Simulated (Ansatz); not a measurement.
# G0W0 on several functionals: CaTiN2 (Pmmn), part 2 of 2

Aim: G0W0 for CaTiN2 (Pmmn) on several starting functionals, at one mesh, band count and screening cutoff.

Ansatz 0.2.0; G0W0 on several functionals, plane waves, PAW. Known limits of the many-body steps: not at the basis limit; coarse k mesh.

So far. Step 2 (G0W0 on r2SCAN): The gap on the mesh goes from 1.07 eV to 1.79 eV, a correction of +0.72 eV, though a band edge has moved to another state.

In doubt: masses and optical values from hybrid runs of this build are listed as unsure (steps 3, 4), which bears on the screening that GW takes from such a start.

### Step 3. G0W0 on HSE06

One-shot GW remembers its start. Another functional's orbitals and levels show by how much.

This step: G0W0 on HSE06, plane waves, PAW.

input.yaml reads:

```yaml
crystal:
  lattice:
    - [3.6131, 0.0, 0.0]
    - [0.0, 3.9365, 0.0]
    - [0.0, 0.0, 7.5421]
  atoms:
    - { symbol: Ca, position: [0.0, 0.5, 0.8496394539] }
    - { symbol: Ca, position: [0.5, 0.0, 0.1503605461] }
    - { symbol: Ti, position: [0.0, 0.5, 0.407547735] }
    - { symbol: Ti, position: [0.5, 0.0, 0.592452265] }
    - { symbol: "N", position: [0.5, 0.5, 0.5283250645] }
    - { symbol: "N", position: [0.0, 0.0, 0.4716749355] }
    - { symbol: "N", position: [0.0, 0.5, 0.1641950872] }
    - { symbol: "N", position: [0.5, 0.0, 0.8358049128] }
kpoints:
  mp_grid: { grid: [4, 4, 2] }
hamiltonian:
  xc: hse06
scf:
  occupations: { method: fixed }
gw:
  n_empty_bands: 320
  ecut_chi: 120
  qp_bands: [v2, c2]
  qp_kpoints: band_edges
  screening: { model: contour_deformation }
```

The run is started by

```console
$ ansatz run input.yaml --threads 3 --pin off --max-ram 64512MiB --backend cuda --events-out ev --progress --plain --runs-dir out --devices 1 --max-vram 24GiB  # rebuilt from the run's record
```

Numbers of over 12 decimals in the logs are rounded to 6 here.

What it wrote:

```text
GPUs: using 1 of 1 available (devices: 1).
[...]
davidson cushion auto → on  (no smearing: the cushion is to keep the highest requested band from converging to the state above it; pin scf.eigensolver.cushion to override)
[...]
GPU FFT provider: cuFFT
GPU libraries: cuBLAS 13.8.2, cuFFT 12.4.0, cuSOLVER 12.3.4
Crystal: 8 atoms, lattice volume = 107.271 Å³
Basis set: ecut = 420 eV, 2097 PW (Γ)
Bands: 40, of which v1, the nominal top of the filled ones, is band 32 counted from 1 (31 counted from 0)
Symmetry: 8 space group operations
[...]
k-points: 18 of 32
[...]
GPU buffer pool allocated for 36450 grid points (all kernels)
[...]
SCF iter   1: F=—  HF=-10180.257920 eV  |F-HF|=—  |Δ(HF+E_count)|=         —  Δρ=2.41e-3  dr2=3.06e-3  ethr=1.77e-3  ⟨swp⟩=9.7  Hψ=3586  notcnv=0
[...]
SCF iter   6: F=-10180.261957 eV  HF=-10180.261954 eV  |F-HF|=2.72e-6  |Δ(HF+E_count)|=   1.14e-5  Δρ=7.72e-5  dr2=3.55e-6  ethr=5.82e-9  ⟨swp⟩=4.2  Hψ=3823  notcnv=0  defer=1
SCF 1 stopped early in 6 iterations: F = -10180.261957 eV  dr2 = 3.55e-6
[...]
GPU FFT provider: cuFFT
GPU libraries: cuBLAS 13.8.2, cuFFT 12.4.0, cuSOLVER 12.3.4
[...]
GPU buffer pool allocated for 36450 grid points (all kernels)
[...]
Free energy (F): -10180.616655 eV
Frozen-core exchange: fock
[...]
Internal energy: -10180.616655 eV  (E = F + TS)
E sigma→0 (E₀):  -10180.616655 eV
Fermi energy:    9.421185 eV
[...]
--- Band table (eV; the first three rows and the last of 18) ---
  k-point 0: bands = [... 28 lower, 8.0282, 8.5938, 9.2439, 9.4212, 11.2519, 12.9870, 13.6683, 13.8795]
  k-point 1: bands = [... 28 lower, 8.2100, 8.7105, 9.1561, 9.2027, 11.2561, 13.3122, 13.3794, 13.8558]
  k-point 2: bands = [... 28 lower, 7.7338, 8.2902, 8.3642, 8.6969, 12.5931, 13.1139, 13.3811, 13.7891]
  k-point 17: bands = [... 28 lower, 7.5240, 7.5240, 8.4396, 8.4396, 12.9071, 12.9071, 13.0563, 13.0563]
  guard bands above this table: 4 of the run's 40 bands. The solve was not asked for them (output.publish_guard_bands: true or output.eigenvalues: true publishes all)
[...]
0    31      9.2439   -21.6671     2.5688   -19.4360  0.7665     9.5801     9.5816  root
     0    32      9.4212   -20.2591     2.4898   -17.9198  0.7645     9.5713     9.5716  root
     0    33     11.2519   -11.6913    -5.7089   -17.8443  0.7684    11.6994    11.6960  root
     0    34     12.9870    -5.9070    -4.3755   -10.7383  0.8133    13.4462    13.4428  root
     1    31      9.1561   -20.0288     2.5386   -17.6241  0.7637     9.2898     9.2901  root
     1    32      9.2027   -21.6120     2.5183   -19.4378  0.7665     9.5454     9.5470  root
     1    33     11.2561   -11.6996    -5.7170   -17.8605  0.7683    11.7034    11.7000  root
     1    34     13.3122   -10.0056    -5.0542   -15.5924  0.7759    13.8502    13.8448  root
[...]
17    31      8.4396   -18.9417     2.5223   -16.5016  0.7635     8.5216     8.5217  root
    17    32      8.4396   -18.9417     2.5223   -16.5016  0.7635     8.5216     8.5217  root
    17    33     12.9071   -11.4726    -5.1923   -17.0666  0.7678    13.3117    13.3087  root
    17    34     12.9071   -11.4726    -5.1923   -17.0666  0.7678    13.3117    13.3087  root
```

Elapsed: 35 s, on 1 × NVIDIA H100 80GB HBM3 (shared by 3 runs) with 3 threads of AMD EPYC 7R13 (Zen 3), shared host; peak memory 1.9 GiB.

Numbers from this step:

- bands summed: 352
- RPA ε∞ on this mesh (eigenvalues): 5.605, 6.379, 6.410
- plane waves in the screening matrix: 325
- q-points in the mesh: 32
- G0W0 gap on the mesh: 2.114 eV
- k of the valence top: 0, 0, 0
- k of the conduction bottom: 0, 0, 0
- starting gap on the mesh: 1.831 eV
- Z at the valence top: 0.7665
- Z at the conduction bottom: 0.7684
- least direct G0W0 gap on the computed points: 2.114 eV

Against the run with 4×4×2 mesh, 320 empty bands, screening to 120 eV on r2SCAN, the gap moves by +0.32 eV, while the start moved by +0.76 eV.

### Step 4. G0W0 on PBE0

This step: G0W0 on PBE0, plane waves, PAW.

Changes to input.yaml since step 3:

```diff
@@ -17,3 +17,3 @@
 hamiltonian:
-  xc: hse06
+  xc: pbe0
 scf:
```

What it wrote:

```text
GPUs: using 1 of 1 available (devices: 1).
[...]
GPU FFT provider: cuFFT
GPU libraries: cuBLAS 13.8.2, cuFFT 12.4.0, cuSOLVER 12.3.4
Crystal: 8 atoms, lattice volume = 107.271 Å³
Basis set: ecut = 420 eV, 2097 PW (Γ)
Bands: 40, of which v1, the nominal top of the filled ones, is band 32 counted from 1 (31 counted from 0)
Symmetry: 8 space group operations
[...]
k-points: 18 of 32
[...]
1    33     11.6008   -11.6751    -5.5839   -17.4882  0.7846    11.8306    11.8300  root
     1    34     13.6816    -9.9705    -4.9146   -15.1910  0.7931    13.9886    13.9874  root
[...]
17    31      8.0607   -18.9755     2.4149   -16.9115  0.7814     8.4102     8.4116  root
    17    32      8.0607   -18.9755     2.4149   -16.9115  0.7814     8.4102     8.4116  root
    17    33     13.2730   -11.4510    -5.0474   -16.6670  0.7851    13.4419    13.4416  root
    17    34     13.2730   -11.4510    -5.0474   -16.6670  0.7851    13.4419    13.4416  root
[key lines of the parts left out:]
Free energy (F): -10181.822880 eV
Fermi energy:    9.063539 eV
```

It took 27 s on 1 × NVIDIA H100 80GB HBM3 (shared by 3 runs) with 3 threads; peak memory 1.9 GiB; 39 s of CPU time.

Numbers from this step:

* bands summed: 352
* RPA ε∞ on this mesh (eigenvalues): 5.134, 5.467, 5.602
* plane waves in the screening matrix: 325
* G0W0 gap on the mesh: 2.336 eV
* k of the valence top: 0, 0, 0
* k of the conduction bottom: 0, 0, 0
* starting gap on the mesh: 2.532 eV
* least direct G0W0 gap on the computed points: 2.336 eV

Against the run with 4×4×2 mesh, 320 empty bands, screening to 120 eV on HSE06, the gap moves by +0.22 eV, while the start moved by +0.70 eV.

### Step 5. The starts together

All on the 4×4×2 mesh with 320 empty bands and screening to 120 eV. Times are wall times on 1 × NVIDIA H100 80GB HBM3 (shared by 3 runs) with 3 threads of AMD EPYC 7R13 (Zen 3), shared host, good to a factor of about two.

| start | starting gap (eV) | shift (eV) | G0W0 gap (eV) | RPA ε∞ (harmonic mean) | Z (valence, conduction) | time |
| --- | --- | --- | --- | --- | --- | --- |
| r2SCAN | 1.07 | +0.72 | 1.79 | 8.51 | 0.73, 0.73 | 16 s |
| HSE06 | 1.83 | +0.28 | 2.11 | 6.11 | 0.77, 0.77 | 35 s |
| PBE0 | 2.53 | −0.20 | 2.34 | 5.39 | 0.78, 0.78 | 27 s |

How the two edges are built up, in eV (the quasiparticle level is the starting level plus Σx plus Σc less Vxc):

| run | edge | start | Σx | Σc | Vxc | Z | QP |
| --- | --- | --- | --- | --- | --- | --- | --- |
| r2SCAN | valence top | 9.70 | -21.54 | 2.63 | -19.07 | 0.73 | 9.85 |
| r2SCAN | conduction bottom | 10.89 | -12.25 | -6.09 | -19.10 | 0.73 | 11.64 |
| HSE06 | valence top | 9.24 | -21.67 | 2.57 | -19.44 | 0.77 | 9.58 |
| HSE06 | conduction bottom | 11.25 | -11.69 | -5.71 | -17.84 | 0.77 | 11.70 |
| PBE0 | valence top | 8.89 | -21.69 | 2.48 | -19.80 | 0.78 | 9.49 |
| PBE0 | conduction bottom | 11.60 | -11.67 | -5.58 | -17.47 | 0.78 | 11.83 |

For a hybrid start, Vxc holds its share of exact exchange. Where G0W0 reorders the edges (r2SCAN, HSE06 and PBE0), the two states listed lie further apart at the start than the starting gap.

### Step 6. Summary of results

| Quantity | Value |
| --- | --- |
| G0W0@r2SCAN | 1.79 eV (start 1.07 eV) |
| G0W0@HSE06 | 2.11 eV (start 1.83 eV) |
| G0W0@PBE0 | 2.34 eV (start 2.53 eV) |
| known limits | not at the basis limit; coarse k mesh |

**Reading.** The starting gaps span 1.46 eV and the G0W0 gaps 0.55 eV. Between r2SCAN and PBE0, 0.55 eV of the 1.46 eV survives, 37 %. PBE0 screens less than r2SCAN (ε∞ 5.39 against 8.51). Of the 0.55 eV by which its G0W0 gap is higher, the correlation part gives +0.66 eV, and exchange with the one-particle terms, which follow the orbitals, −0.12 eV. On PBE0 the correction is negative: that start lies above its own G0W0 value. The smallest correction, −0.20 eV, is on PBE0, the start nearest to reproducing itself. Bands and cutoff are finite, so the gap is not at the basis limit. The miss can reach some tenths of an eV and take either sign; the mesh is an error of its own. The 4×4×2 mesh is coarse for this cell (its supercell is 14 Å along the shortest edge). The RPA ε∞ on it, from the r2SCAN start, is 6.67, 9.24 and 10.57; such meshes misread the long-range screening, most where the gap is narrow. The program warns that the mesh is coarse for exact exchange, which bears on the hybrid start's gap.

[Paths, hosts, dates, memory and timing lines, banners, echoed tables and standing remarks are left out of the program output.]

[Logs are printed without paths, hosts, clocks, repeated set-up lines and the standing remarks that a program may print on its own settings, such as how far it seeks lower states.]

[Runs of the session that timed out or met a known fault of the program may be left out.]

[Cells called generated may have been cut or substituted from an entry of the Crystallography Open Database or the Materials Project.]

[Hosts, paths, dates, database ids (printed as entryN), source tags and the programs' standing remarks are cut or masked in the printed files.]
